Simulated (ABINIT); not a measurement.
# InH (P6_3/mmc): phonons by linear response

How does InH (P6_3/mmc) vibrate, and is this structure a minimum?

Program: ABINIT 10.8.3. Level of theory: DFT LDA, scalar-relativistic, plane waves, HGH norm-conserving pseudopotentials. Results are calculated unless marked as measured.

Most raw output is cut from this account.

The structure was built from a prototype and need not be the compound's stable phase.

## 1. Starting point

It takes space group P6_3/mmc (No. 194, hexagonal). The conventional cell has a = 4.302 Å, b = 4.302 Å, c = 6.210 Å, α = 90.00°, β = 90.00°, γ = 120.00°. Nearest to In lie 3 H at 2.48 Å. Nearest to H lie 3 In at 2.48 Å. Farther neighbours are not listed.

Structure file:

```cif
data_structure
_symmetry_space_group_name_H-M 'P6_3/mmc'
_symmetry_Int_Tables_number 194
_cell_length_a 4.3024
_cell_length_b 4.3024
_cell_length_c 6.2100
_cell_angle_alpha 90.000
_cell_angle_beta 90.000
_cell_angle_gamma 120.000
_cell_volume 99.55
loop_
_atom_site_label
_atom_site_type_symbol
_atom_site_symmetry_multiplicity
_atom_site_Wyckoff_symbol
_atom_site_fract_x
_atom_site_fract_y
_atom_site_fract_z
_atom_site_occupancy
In1 In 2 c 0.33333 0.66667 0.25000 1
H1 H 2 d 0.66667 0.33333 0.25000 1
```

## 2. A first look

A first run with smearing and empty bands tells whether the crystal has a gap, which decides between fixed occupations and smearing later on.

The input, probe.abi:

```
# ground state
tolvrs 1.0d-08
prtden 1
prtwf 1

# basis, mesh and filling
ecut 35.0
ixc 7
ngkpt 6 6 4
nshiftk 1
shiftk 0.0 0.0 0.0
istwfk *1
occopt 7
tsmear 0.005
nband 9
nstep 100
diemac 9.0
prtebands 0
prtgsr 0
useylm 1

# cell and atoms
acell 8.13038055 8.13038055 11.73519923
rprim 
    1.0 6.70961e-07 0.0
    -0.5000005811 0.8660250683 0.0
    0.0 0.0 1.0
ntypat 2
znucl 49 1
natom 4
typat 1 1 2 2
xred 
    1/3 2/3 0.25
    2/3 1/3 0.75
    2/3 1/3 0.25
    1/3 2/3 0.75
pp_dirpath "./pseudo"
pseudos "In.hgh, H.hgh"
```

Run with:

```bash
$ OMP_NUM_THREADS=1 mpirun -n 4 abinit probe.abi > probe.log
```

Elapsed: 11 s, on 4 MPI ranks of Intel Xeon at 2.70GHz, shared host; 41 s of CPU time.

This step gave:

| Quantity | Value |
| --- | --- |
| volume per atom | 24.89 Å³ |
| pressure | -6.021 GPa |
| gap on the k-mesh | 0 eV |

No gap opens on this mesh, so smearing is kept; the printed pressure holds the stress of the finite basis too.

## 3. Rough relaxation

The typed start is rough, so a first relaxation with smearing and loose thresholds takes it towards rest cheaply.

The input, prerelax.abi:

```
# relaxation
ionmov 2
optcell 2
dilatmx 1.15
chkdilatmx 0
ntime 40
tolmxf 3.0d-04
tolvrs 1.0d-10
prtwf 0
prtden 0
chksymtnons 0

# basis, mesh and filling
ecut 35.0
ecutsm 3.0
ixc 7
ngkpt 6 6 4
nshiftk 1
shiftk 0.0 0.0 0.0
istwfk *1
occopt 7
tsmear 0.005
nband 9
nstep 100
diemac 1000000.0
prtebands 0
prtgsr 0
useylm 1

# cell and atoms
acell 8.13038055 8.13038055 11.73519923
rprim 
    1.0 6.70961e-07 0.0
    -0.5000005811 0.8660250683 0.0
    0.0 0.0 1.0
ntypat 2
znucl 49 1
natom 4
typat 1 1 2 2
xred 
    1/3 2/3 0.25
    2/3 1/3 0.75
    2/3 1/3 0.25
    1/3 2/3 0.75
pp_dirpath "./pseudo"
pseudos "In.hgh, H.hgh"
```

Run with:

```bash
$ OMP_NUM_THREADS=1 mpirun -n 4 abinit prerelax.abi > prerelax.log
```

Elapsed: 4.2 min, on 4 MPI ranks; 17 min of CPU time.

Relaxation path:

| step | energy less that of the first step (eV) | largest force (eV/Å) | volume (Å³) |
| --- | --- | --- | --- |
| 1 | 0.0000 | 0.0000 | 99.55 |
| 2 | -0.0660 | 0.0000 | 97.78 |
| 3 | 30.2249 | 0.0000 | 18.72 |
| 4 | -0.2741 | 0.0000 | 92.17 |
| 5 | -0.4555 | 0.0000 | 87.32 |
| 6 | 56.0704 | 0.0000 | 14.36 |
| 7 | -0.5737 | 0.0000 | 84.18 |
| 8 | -0.6803 | 0.0000 | 81.32 |
| 9 | 2.0866 | 0.0000 | 37.28 |
| 10 | -0.9911 | 0.0000 | 72.44 |
| 11 | -1.1346 | 0.0000 | 66.94 |
| 12 | -1.1779 | 0.0000 | 59.93 |
| 13 | -1.1889 | 0.0000 | 62.03 |
| 14 | -1.1903 | 0.0000 | 61.93 |
| 15 | -1.2029 | 0.0000 | 60.86 |
| 16 | -1.2032 | 0.0000 | 61.19 |

| cell as run | before | after | change |
| --- | --- | --- | --- |
| a (Å) | 4.302 | 3.660 | -14.9 % |
| b (Å) | 4.302 | 3.660 | -14.9 % |
| c (Å) | 6.210 | 5.276 | -15.0 % |
| volume (Å³/atom) | 24.89 | 15.30 | -38.5 % |

The relaxed structure:

```xyz
4
Lattice="3.6595 0.0000 0.0000 -1.8298 3.1692 0.0000 0.0000 0.0000 5.2759" Properties=species:S:1:pos:R:3 pbc="T T T"
In    0.0000    2.1128    1.3190
In    1.8298    1.0564    3.9569
H     1.8298    1.0564    1.3190
H     0.0000    2.1128    3.9569
```

This step gave:

| Item | Value |
| --- | --- |
| volume per atom | 15.30 Å³ |
| pressure | 0.03208 GPa |

The volume changes by -38.5 % in this run and stands -38.5 % from the first cell.

## 4. Rough relaxation

The cell changed much, so the rough relaxation is repeated on a basis made for the new cell.

Changes to prerelax.abi since step 3:

```diff
@@ -30,5 +30,5 @@
 # cell and atoms
-acell 8.13038055 8.13038055 11.73519923
+acell 6.91546149 6.91546149 9.96991481
 rprim 
-    1.0 6.70961e-07 0.0
+    1.0 6.70977e-07 0.0
     -0.5000005811 0.8660250683 0.0
```

The job ended after 14 s (4 MPI ranks).

Little changed from the start: no atom moved by 0.005 Å and no cell edge by 0.1 %.

The volume changes by +0.0 % in this run and stands -38.5 % from the first cell.

## 5. Relaxing the cell and atoms

The harmonic expansion needs vanishing forces, and a free crystal bears no stress, so cell and atoms are brought to rest. Stress is more sensitive to the basis than forces are: the last 3 Ha under the cutoff are smoothed with ecutsm, and the cutoff is raised above that of the later runs.

The input, relax.abi:

```
# relaxation
ionmov 2
optcell 2
dilatmx 1.08
ntime 40
tolmxf 1.0d-05
tolvrs 1.0d-14
prtwf 0
prtden 0
chksymtnons 0

# basis, mesh and filling
ecut 43.0
ecutsm 3.0
ixc 7
ngkpt 9 9 6
nshiftk 1
shiftk 0.0 0.0 0.0
istwfk *1
occopt 7
tsmear 0.01
nband 9
nstep 100
diemac 1000000.0
prtebands 0
prtgsr 0
useylm 1

# cell and atoms
acell 6.91546149 6.91546149 9.96991481
rprim 
    1.0 6.70987e-07 0.0
    -0.5000005811 0.8660250683 0.0
    0.0 0.0 1.0
ntypat 2
znucl 49 1
natom 4
typat 1 1 2 2
xred 
    1/3 2/3 0.25
    2/3 1/3 0.75
    2/3 1/3 0.25
    1/3 2/3 0.75
pp_dirpath "./pseudo"
pseudos "In.hgh, H.hgh"
```

Run with:

```bash
$ OMP_NUM_THREADS=1 mpirun -n 4 abinit relax.abi > relax.log
```

Run time: 4 min. Hardware: 4 MPI ranks.

The steps of the relaxation:

| step | energy less that of the first step (eV) | largest force (eV/Å) | volume (Å³) |
| --- | --- | --- | --- |
| 1 | 0.0000 | 0.0000 | 61.19 |
| 2 | -0.0016 | 0.0000 | 61.23 |
| 3 | 0.1120 | 0.0000 | 63.97 |
| 4 | -0.0321 | 0.0000 | 62.23 |
| 5 | -0.0360 | 0.0000 | 62.53 |
| 6 | -0.0362 | 0.0000 | 62.59 |
| 7 | -0.0362 | 0.0000 | 62.57 |
| 8 | -0.0363 | 0.0000 | 62.42 |
| 9 | -0.0363 | 0.0000 | 62.41 |

| conventional cell, symmetrised | before | after | change |
| --- | --- | --- | --- |
| a (Å) | 3.660 | 3.571 | -2.4 % |
| b (Å) | 3.660 | 3.571 | -2.4 % |
| c (Å) | 5.276 | 5.651 | +7.1 % |
| volume (Å³/atom) | 15.30 | 15.60 | +2.0 % |

Final coordinates:

```
In H
1.0
     3.57133    0.00000    0.00000
    -1.78567    3.09286    0.00000
     0.00000    0.00000    5.65059
In H
2 2
Direct
  0.33333 0.66667 0.25000
  0.66667 0.33333 0.75000
  0.66667 0.33333 0.25000
  0.33333 0.66667 0.75000
```

This step gave:

```yaml
volume_per_atom: 15.60 Å³
pressure: -1.94e-4 GPa
```

The volume changes by +2.0 % in this run and stands -37.3 % from the first cell.

## 6. Self-consistent run for the response

First-order wavefunctions inherit every error of the ground state, hence the very tight tolvrs. Smearing stays on, as the first look found no gap above 0.3 eV.

The input, gs.abi:

```
# ground state
tolvrs 1.0d-16
prtden 1
prtwf 1

# basis, mesh and filling
ecut 35.0
ixc 7
ngkpt 9 9 6
nshiftk 1
shiftk 0.0 0.0 0.0
istwfk *1
occopt 7
tsmear 0.01
nband 9
nstep 100
diemac 1000000.0
prtebands 0
prtgsr 0
useylm 1

# cell and atoms
acell 6.748836064 6.748836064 10.67807623
rprim 
    1.0 6.7099e-07 0.0
    -0.5000005811 0.8660250683 0.0
    0.0 0.0 1.0
ntypat 2
znucl 49 1
natom 4
typat 1 1 2 2
xred 
    1/3 2/3 0.25
    2/3 1/3 0.75
    2/3 1/3 0.25
    1/3 2/3 0.75
pp_dirpath "./pseudo"
pseudos "In.hgh, H.hgh"
```

Run with:

```bash
$ OMP_NUM_THREADS=1 mpirun -n 4 abinit gs.abi > gs.log
```

Run time: 25 s. Hardware: 4 MPI ranks.

This step gave:

```
pressure : -0.2884 GPa
```

The cell stands at -0.29 GPa: the relaxation ran with a smoothed and higher cutoff, and the difference is a stress of the finite basis.

## 7. Linear response at Γ

At q = 0 one unit cell holds all displacements. The response is solved for single atoms along the cell's directions, and symmetry skips those that follow from others. The crystal is treated as a metal, which screens a static field, so no field response is asked.

The input, dfpt_gamma.abi:

```

# common to the responses
getwfk_filepath "gso_WFK"
kptopt 2
nqpt 1
qpt 0.0 0.0 0.0
asr 0
chneut 0

# displacements
rfphon 1
rfatpol 1 4
rfdir 1 1 1
tolvrs 1.0d-10
prtwf 0

# basis, mesh and filling
ecut 35.0
ixc 7
ngkpt 9 9 6
nshiftk 1
shiftk 0.0 0.0 0.0
istwfk *1
occopt 7
tsmear 0.01
nband 9
nstep 100
diemac 1000000.0
prtebands 0
prtgsr 0
useylm 1

# cell and atoms
acell 6.748836064 6.748836064 10.67807623
rprim 
    1.0 6.7099e-07 0.0
    -0.5000005811 0.8660250683 0.0
    0.0 0.0 1.0
ntypat 2
znucl 49 1
natom 4
typat 1 1 2 2
xred 
    1/3 2/3 0.25
    2/3 1/3 0.75
    2/3 1/3 0.25
    1/3 2/3 0.75
pp_dirpath "./pseudo"
pseudos "In.hgh, H.hgh"
```

Run with:

```bash
$ OMP_NUM_THREADS=1 mpirun -n 4 abinit dfpt_gamma.abi > dfpt_gamma.log
```

It took 2.2 min on 4 MPI ranks; 8.7 min of CPU time.

Numbers from this step:

- largest acoustic frequency at the zone centre before the sum rule: 1.41 cm⁻¹
- highest optical zone-centre mode (no LO-TO term): 554.9 cm⁻¹
- lowest optical zone-centre mode: -776.0 cm⁻¹

The acoustic modes at Γ come out as far as 1.4 cm⁻¹ from zero, where they should vanish, a small numerical error. The lowest optical mode is imaginary, 776i cm⁻¹, an instability at this level and on this k mesh.

## 8. Modes with the sum rule

anaddb reads the merged derivatives and imposes the acoustic sum rule.

The input, anaddb.abi:

```
ddb_filepath "gamma_DDB"
output_file "anaddb.abo"
outdata_prefix "anaddb"
asr 1
chneut 1
enunit 2
eivec 1
nph1l 1
qph1l 0.0 0.0 0.0 1.0
```

The input, mrgddb.in:

```
gamma_DDB
merged
2
dfpt_gammao_DDB
gso_DDB
```

Run with:

```bash
$ mrgddb < mrgddb.in > mrgddb.log
$ OMP_NUM_THREADS=1 anaddb anaddb.abi > anaddb.log
```

It took 0.81 s on 1 thread.

This step gave:

```
lowest optical zone-centre mode : -776.1 cm⁻¹
```

No LO-TO term; unit eigenvectors of the mass-weighted matrix, from anaddb's displacements. Modes at Γ, with each element's share of the kinetic energy (negative means imaginary):

| mode | frequency (cm⁻¹) | In % | H % |
| --- | --- | --- | --- |
| 1 | -776.1 | 1 | 99 |
| 2 | -256.0 | 1 | 99 |
| 3 | -87.9 | 95 | 5 |
| 4 | -87.9 | 95 | 5 |
| 5 | 0.0 | 99 | 1 |
| 6 | 0.0 | 99 | 1 |
| 7 | 0.0 | 99 | 1 |
| 8 | 87.1 | 99 | 1 |
| 9 | 479.7 | 5 | 95 |
| 10 | 479.7 | 5 | 95 |
| 11 | 554.9 | 1 | 99 |
| 12 | 554.9 | 1 | 99 |

Displacements in mode 1 (-776.1 cm⁻¹), the largest set to 1:
```
In1  0.00  0.00  0.01
In2  0.00  0.00 -0.01
H3   0.00  0.00 -1.00
H4   0.00  0.00  1.00
```

Displacements in mode 10 (479.7 cm⁻¹), the largest set to 1:
```
In1  0.02  0.00  0.00
In2 -0.02  0.00  0.00
H3  -1.00 -0.22  0.00
H4   1.00  0.22  0.00
```

The rule also moves an optical mode by 0.3 cm⁻¹.

## 9. Sum rules set otherwise (asr 0)

Without the rule the raw error of the acoustic modes shows.

Changes to anaddb.abi since step 8:

```diff
@@ -3,4 +3,4 @@
 outdata_prefix "anaddb"
-asr 1
-chneut 1
+asr 0
+chneut 0
 enunit 2
```

mrgddb.in is that of step 8.

Elapsed: 0.8 s, on 1 thread.

Read from the output:

```
lowest optical zone-centre mode : -776.0 cm⁻¹
```

Zone-centre frequencies as printed; negative means imaginary. Modes:

| mode | frequency (cm⁻¹) |
| --- | --- |
| 1 | -776 |
| 2 | -255.6 |
| 3 | -87.91 |
| 4 | -87.91 |
| 5 | 0.16 |
| 6 | 0.16 |
| 7 | 1.41 |
| 8 | 87.14 |
| 9 | 479.7 |
| 10 | 479.7 |
| 11 | 554.9 |
| 12 | 554.9 |

## 10. Linear response on the mesh

Linear response treats each wavevector in the unit cell, with no supercell; the 3×3×2 mesh fixes the range of the force constants to be had.

The input, dfpt_q.abi:

```
ndtset 5

# wavevectors
qpt1 0.3333333333 0.0 0.0
qpt2 0.3333333333 0.3333333333 0.0
qpt3 0.0 0.0 0.5
qpt4 0.3333333333 0.0 0.5
qpt5 0.3333333333 0.3333333333 0.5

# displacements
getwfk_filepath "gso_WFK"
getwfq_filepath "gso_WFK"
kptopt 3
nqpt 1
rfphon 1
rfatpol 1 4
rfdir 1 1 1
tolvrs 1.0d-10
prtwf 0

# basis, mesh and filling
ecut 35.0
ixc 7
ngkpt 9 9 6
nshiftk 1
shiftk 0.0 0.0 0.0
istwfk *1
occopt 7
tsmear 0.01
nband 9
nstep 100
diemac 1000000.0
prtebands 0
prtgsr 0
useylm 1

# cell and atoms
acell 6.748836064 6.748836064 10.67807623
rprim 
    1.0 6.7099e-07 0.0
    -0.5000005811 0.8660250683 0.0
    0.0 0.0 1.0
ntypat 2
znucl 49 1
natom 4
typat 1 1 2 2
xred 
    1/3 2/3 0.25
    2/3 1/3 0.75
    2/3 1/3 0.25
    1/3 2/3 0.75
pp_dirpath "./pseudo"
pseudos "In.hgh, H.hgh"
```

Run with:

```bash
$ OMP_NUM_THREADS=1 mpirun -n 4 abinit dfpt_q.abi > dfpt_q.log
```

The job ended after 49 min (4 MPI ranks; 3.3 h of CPU time).

This step gave:

- lowest mode on the q mesh (acoustic ones at the zone centre apart): -776.1 cm⁻¹

Frequencies (cm⁻¹) before the sum rule at the irreducible wavevectors but Γ, which is solved apart; negative means imaginary. Frequencies by wavevector:

| q (fractions) | star | mode 1 | mode 2 | mode 3 | mode 4 | mode 10 | mode 11 | mode 12 |
| --- | --- | --- | --- | --- | --- | --- | --- | --- |
| 0.3333 0 0 | 6 | -541.7 | -525 | -224 | -161.5 | 168.5 | 434.9 | 492.1 |
| 0.3333 0.3333 0 | 2 | -567.8 | -567.8 | -317.4 | -317.4 | 100.7 | 176.1 | 320.5 |
| 0 0 0.5 | 1 | -377.9 | -377.9 | -39.2 | -39.2 | 549.9 | 549.9 | 549.9 |
| 0.3333 0 0.5 | 6 | -504.7 | -504.7 | -236.8 | -236.8 | 126.5 | 461.1 | 461.1 |
| 0.3333 0.3333 0.5 | 2 | -656 | -656 | -385.1 | -385.1 | 101.9 | 273.3 | 273.3 |

## 11. Dispersion

anaddb transforms the dynamical matrices to force constants and back along the path; points of the mesh come back as solved, but for the sum rule and, in polar crystals, the LO-TO term at Γ; the rest is interpolation.

The input, anaddb.abi:

```
ddb_filepath "all_DDB"
output_file "anaddb.abo"
outdata_prefix "anaddb"
ifcflag 1
ngqpt 3 3 2
nqshft 1
q1shft 0.0 0.0 0.0
asr 1
chneut 0
dipdip 0
dipquad 0
quadquad 0
enunit 0
eivec 0
nph1l 93
qph1l 
    0.0 0.0 0.0 1.0
    0.05 0.0 0.0 1.0
    0.1 0.0 0.0 1.0
    0.15 0.0 0.0 1.0
    0.2 0.0 0.0 1.0
    0.25 0.0 0.0 1.0
    0.3 0.0 0.0 1.0
    0.35 0.0 0.0 1.0
    0.4 0.0 0.0 1.0
    0.45 0.0 0.0 1.0
    0.5 0.0 0.0 1.0
    0.48333333 0.03333333 0.0 1.0
    0.46666667 0.06666667 0.0 1.0
    0.45 0.1 0.0 1.0
    0.43333333 0.13333333 0.0 1.0
    0.41666667 0.16666667 0.0 1.0
    0.4 0.2 0.0 1.0
    0.38333333 0.23333333 0.0 1.0
    0.36666667 0.26666667 0.0 1.0
    0.35 0.3 0.0 1.0
    0.33333333 0.33333333 0.0 1.0
    0.3 0.3 0.0 1.0
    0.26666667 0.26666667 0.0 1.0
    0.23333333 0.23333333 0.0 1.0
    0.2 0.2 0.0 1.0
    0.16666667 0.16666667 0.0 1.0
    0.13333333 0.13333333 0.0 1.0
    0.1 0.1 0.0 1.0
    0.06666667 0.06666667 0.0 1.0
    0.03333333 0.03333333 0.0 1.0
    0.0 0.0 0.0 1.0
    0.0 0.0 0.05 1.0
    0.0 0.0 0.1 1.0
    0.0 0.0 0.15 1.0
    0.0 0.0 0.2 1.0
    0.0 0.0 0.25 1.0
    0.0 0.0 0.3 1.0
    0.0 0.0 0.35 1.0
    0.0 0.0 0.4 1.0
    0.0 0.0 0.45 1.0
    0.0 0.0 0.5 1.0
    0.05 0.0 0.5 1.0
    0.1 0.0 0.5 1.0
    0.15 0.0 0.5 1.0
    0.2 0.0 0.5 1.0
    0.25 0.0 0.5 1.0
    0.3 0.0 0.5 1.0
    0.35 0.0 0.5 1.0
    0.4 0.0 0.5 1.0
    0.45 0.0 0.5 1.0
    0.5 0.0 0.5 1.0
    0.48333333 0.03333333 0.5 1.0
    0.46666667 0.06666667 0.5 1.0
    0.45 0.1 0.5 1.0
    0.43333333 0.13333333 0.5 1.0
    0.41666667 0.16666667 0.5 1.0
    0.4 0.2 0.5 1.0
    0.38333333 0.23333333 0.5 1.0
    0.36666667 0.26666667 0.5 1.0
    0.35 0.3 0.5 1.0
    0.33333333 0.33333333 0.5 1.0
    0.3 0.3 0.5 1.0
    0.26666667 0.26666667 0.5 1.0
    0.23333333 0.23333333 0.5 1.0
    0.2 0.2 0.5 1.0
    0.16666667 0.16666667 0.5 1.0
    0.13333333 0.13333333 0.5 1.0
    0.1 0.1 0.5 1.0
    0.06666667 0.06666667 0.5 1.0
    0.03333333 0.03333333 0.5 1.0
    0.0 0.0 0.5 1.0
    0.5 0.0 0.5 1.0
    0.5 0.0 0.45 1.0
    0.5 0.0 0.4 1.0
    0.5 0.0 0.35 1.0
    0.5 0.0 0.3 1.0
    0.5 0.0 0.25 1.0
    0.5 0.0 0.2 1.0
    0.5 0.0 0.15 1.0
    0.5 0.0 0.1 1.0
    0.5 0.0 0.05 1.0
    0.5 0.0 0.0 1.0
    0.33333333 0.33333333 0.5 1.0
    0.33333333 0.33333333 0.45 1.0
    0.33333333 0.33333333 0.4 1.0
    0.33333333 0.33333333 0.35 1.0
    0.33333333 0.33333333 0.3 1.0
    0.33333333 0.33333333 0.25 1.0
    0.33333333 0.33333333 0.2 1.0
    0.33333333 0.33333333 0.15 1.0
    0.33333333 0.33333333 0.1 1.0
    0.33333333 0.33333333 0.05 1.0
    0.33333333 0.33333333 0.0 1.0
```

The input, mrgddb.in:

```
all_DDB
merged
6
dfpt_gammao_DDB
dfpt_qo_DS1_DDB
dfpt_qo_DS2_DDB
dfpt_qo_DS3_DDB
dfpt_qo_DS4_DDB
dfpt_qo_DS5_DDB
```

Run with:

```bash
$ mrgddb < mrgddb.in > mrgddb.log
$ OMP_NUM_THREADS=1 anaddb anaddb.abi > anaddb.log
```

Run time: 0.8 s. Hardware: 1 thread.

This step gave:

```yaml
lowest_frequency_on_the_path: -776.1 cm⁻¹
```

Anaddb. The phonon branches at the labelled points (cm⁻¹):

| point | branch 1 | branch 2 | branch 3 | branch 4 | branch 9 | branch 10 | branch 11 | branch 12 |
| --- | --- | --- | --- | --- | --- | --- | --- | --- |
| Γ | -776 | -256 | -88 | -88 | 480 | 480 | 555 | 555 |
| halfway | -620 | -386 | -220 | -94 | 92 | 378 | 457 | 525 |
| M | -600 | -505 | -384 | -281 | 100 | 116 | 409 | 441 |
| halfway | -584 | -533 | -367 | -285 | 99 | 109 | 276 | 391 |
| K | -568 | -568 | -318 | -318 | 101 | 101 | 176 | 320 |
| halfway | -577 | -444 | -219 | -109 | 98 | 258 | 410 | 508 |
| Γ | -776 | -256 | -88 | -88 | 480 | 480 | 555 | 555 |
| halfway | -654 | -221 | -71 | -71 | 508 | 508 | 560 | 560 |
| A | -378 | -378 | -39 | -39 | 550 | 550 | 550 | 550 |
| halfway | -448 | -448 | -46 | -46 | 264 | 264 | 502 | 502 |
| L | -590 | -590 | -372 | -372 | 120 | 120 | 407 | 407 |
| halfway | -622 | -622 | -378 | -378 | 109 | 109 | 344 | 344 |
| H | -656 | -656 | -385 | -385 | 102 | 102 | 273 | 273 |
| halfway | -476 | -476 | -101 | -101 | 158 | 158 | 471 | 471 |
| A | -378 | -378 | -39 | -39 | 550 | 550 | 550 | 550 |
| jump to L | -590 | -590 | -372 | -372 | 120 | 120 | 407 | 407 |
| halfway | -587 | -545 | -380 | -348 | 106 | 122 | 404 | 427 |
| M | -600 | -505 | -384 | -281 | 100 | 116 | 409 | 441 |
| jump to H | -656 | -656 | -385 | -385 | 102 | 102 | 273 | 273 |
| halfway | -609 | -609 | -361 | -361 | 102 | 102 | 201 | 316 |
| K | -568 | -568 | -318 | -318 | 101 | 101 | 176 | 320 |

The path dips to 776i cm⁻¹.

## 12. Sums over the zone

Sums over the zone need many more wavevectors than were solved, so the interpolation is sampled on a dense mesh.

The input, anaddb.abi:

```
ddb_filepath "all_DDB"
output_file "anaddb.abo"
outdata_prefix "anaddb"
ifcflag 1
ngqpt 3 3 2
nqshft 1
q1shft 0.0 0.0 0.0
asr 1
chneut 0
dipdip 0
dipquad 0
quadquad 0
prtdos 2
ng2qpt 15 15 8
dosdeltae 4.5563e-06
ntemper 11
temperinc 100.0
tempermin 0.0
```

Run with:

```bash
$ OMP_NUM_THREADS=1 anaddb anaddb.abi > anaddb.log
```

Run time: 1.9 s. Hardware: 1 thread.

This step gave:

```yaml
share_of_modes_beyond_3i_cm_minus1_on_the_dense_interpolated_mesh: 0.4884
```

The phonon density of states has structure finer than the step of the table below, so its rows give means over 50 cm⁻¹, whole bins alone (the curve runs from -806 to 580 cm⁻¹). Peaks (cm⁻¹: height): -590.1: 0.0210, -383.1: 0.0186, -41.1: 0.0243, 21.9: 0.0276, 66.9: 0.0287, 102.9: 0.0689, 408.9: 0.0126.

Tetrahedra. Table of phonon density of states by wavenumber; means over each step:

| wavenumber (cm⁻¹) | phonon density of states (1/cm⁻¹/cell) |
| --- | --- |
| -750 | 2.3e-4 |
| -700 | 5.7e-4 |
| -650 | 0.00183 |
| -600 | 0.0113 |
| -550 | 0.00957 |
| -500 | 0.00549 |
| -450 | 0.00455 |
| -400 | 0.00948 |
| -350 | 0.00857 |
| -300 | 0.00690 |
| -250 | 0.00695 |
| -200 | 0.00374 |
| -150 | 0.00528 |
| -100 | 0.0133 |
| -50 | 0.0187 |
| 0 | 0.0237 |
| 50 | 0.0238 |
| 100 | 0.0306 |
| 150 | 0.00407 |
| 200 | 0.00249 |
| 250 | 0.00285 |
| 300 | 0.00379 |
| 350 | 0.00635 |
| 400 | 0.0108 |
| 450 | 0.0111 |
| 500 | 0.00895 |
| 550 | 0.00500 |

## 13. What came out

```json
{
 "space group after relaxation": "P6_3/mmc",
 "volume per atom": "15.6 Å³",
 "highest optical zone-centre mode (no LO-TO term)": "554.9 cm⁻¹",
 "lowest optical zone-centre mode": "-776.1 cm⁻¹",
 "q mesh": "3×3×2",
 "lowest mode on the q mesh (acoustic ones at the zone centre apart)": "-776.1 cm⁻¹",
 "imaginary modes on the q mesh": "yes"
}
```

InH (P6_3/mmc) is unstable: a mode solved on the 3×3×2 mesh is imaginary, 776i cm⁻¹; its spectrum reaches 560 cm⁻¹. At the LDA level the optical modes of InH (P6_3/mmc) at the zone centre run from 776i to 555 cm⁻¹, so the structure is a saddle point, with 4 modes beyond 10i cm⁻¹ there. The most unstable solved mode lies at the zone centre, but modes at other wavevectors are imaginary too, so the distortion may enlarge the cell. These are harmonic frequencies at zero temperature: anharmonic shifts and linewidths and thermal expansion are left out. The HGH files keep few electrons and have no core correction, which is cheap but rough for In. In a metal the frequencies hang on the k mesh and the smearing, most of all near Kohn anomalies. The structure is a hypothetical one, built on a prototype.

[Host names and launcher messages were left out of these logs when they were recorded.]

[Logs are printed without paths, hosts, clocks, repeated set-up lines and the standing remarks that a program may print on its own settings, such as how far it seeks lower states.]

[Hosts, paths, dates, database ids (printed as entryN), source tags and the programs' standing remarks are cut or masked in the printed files.]
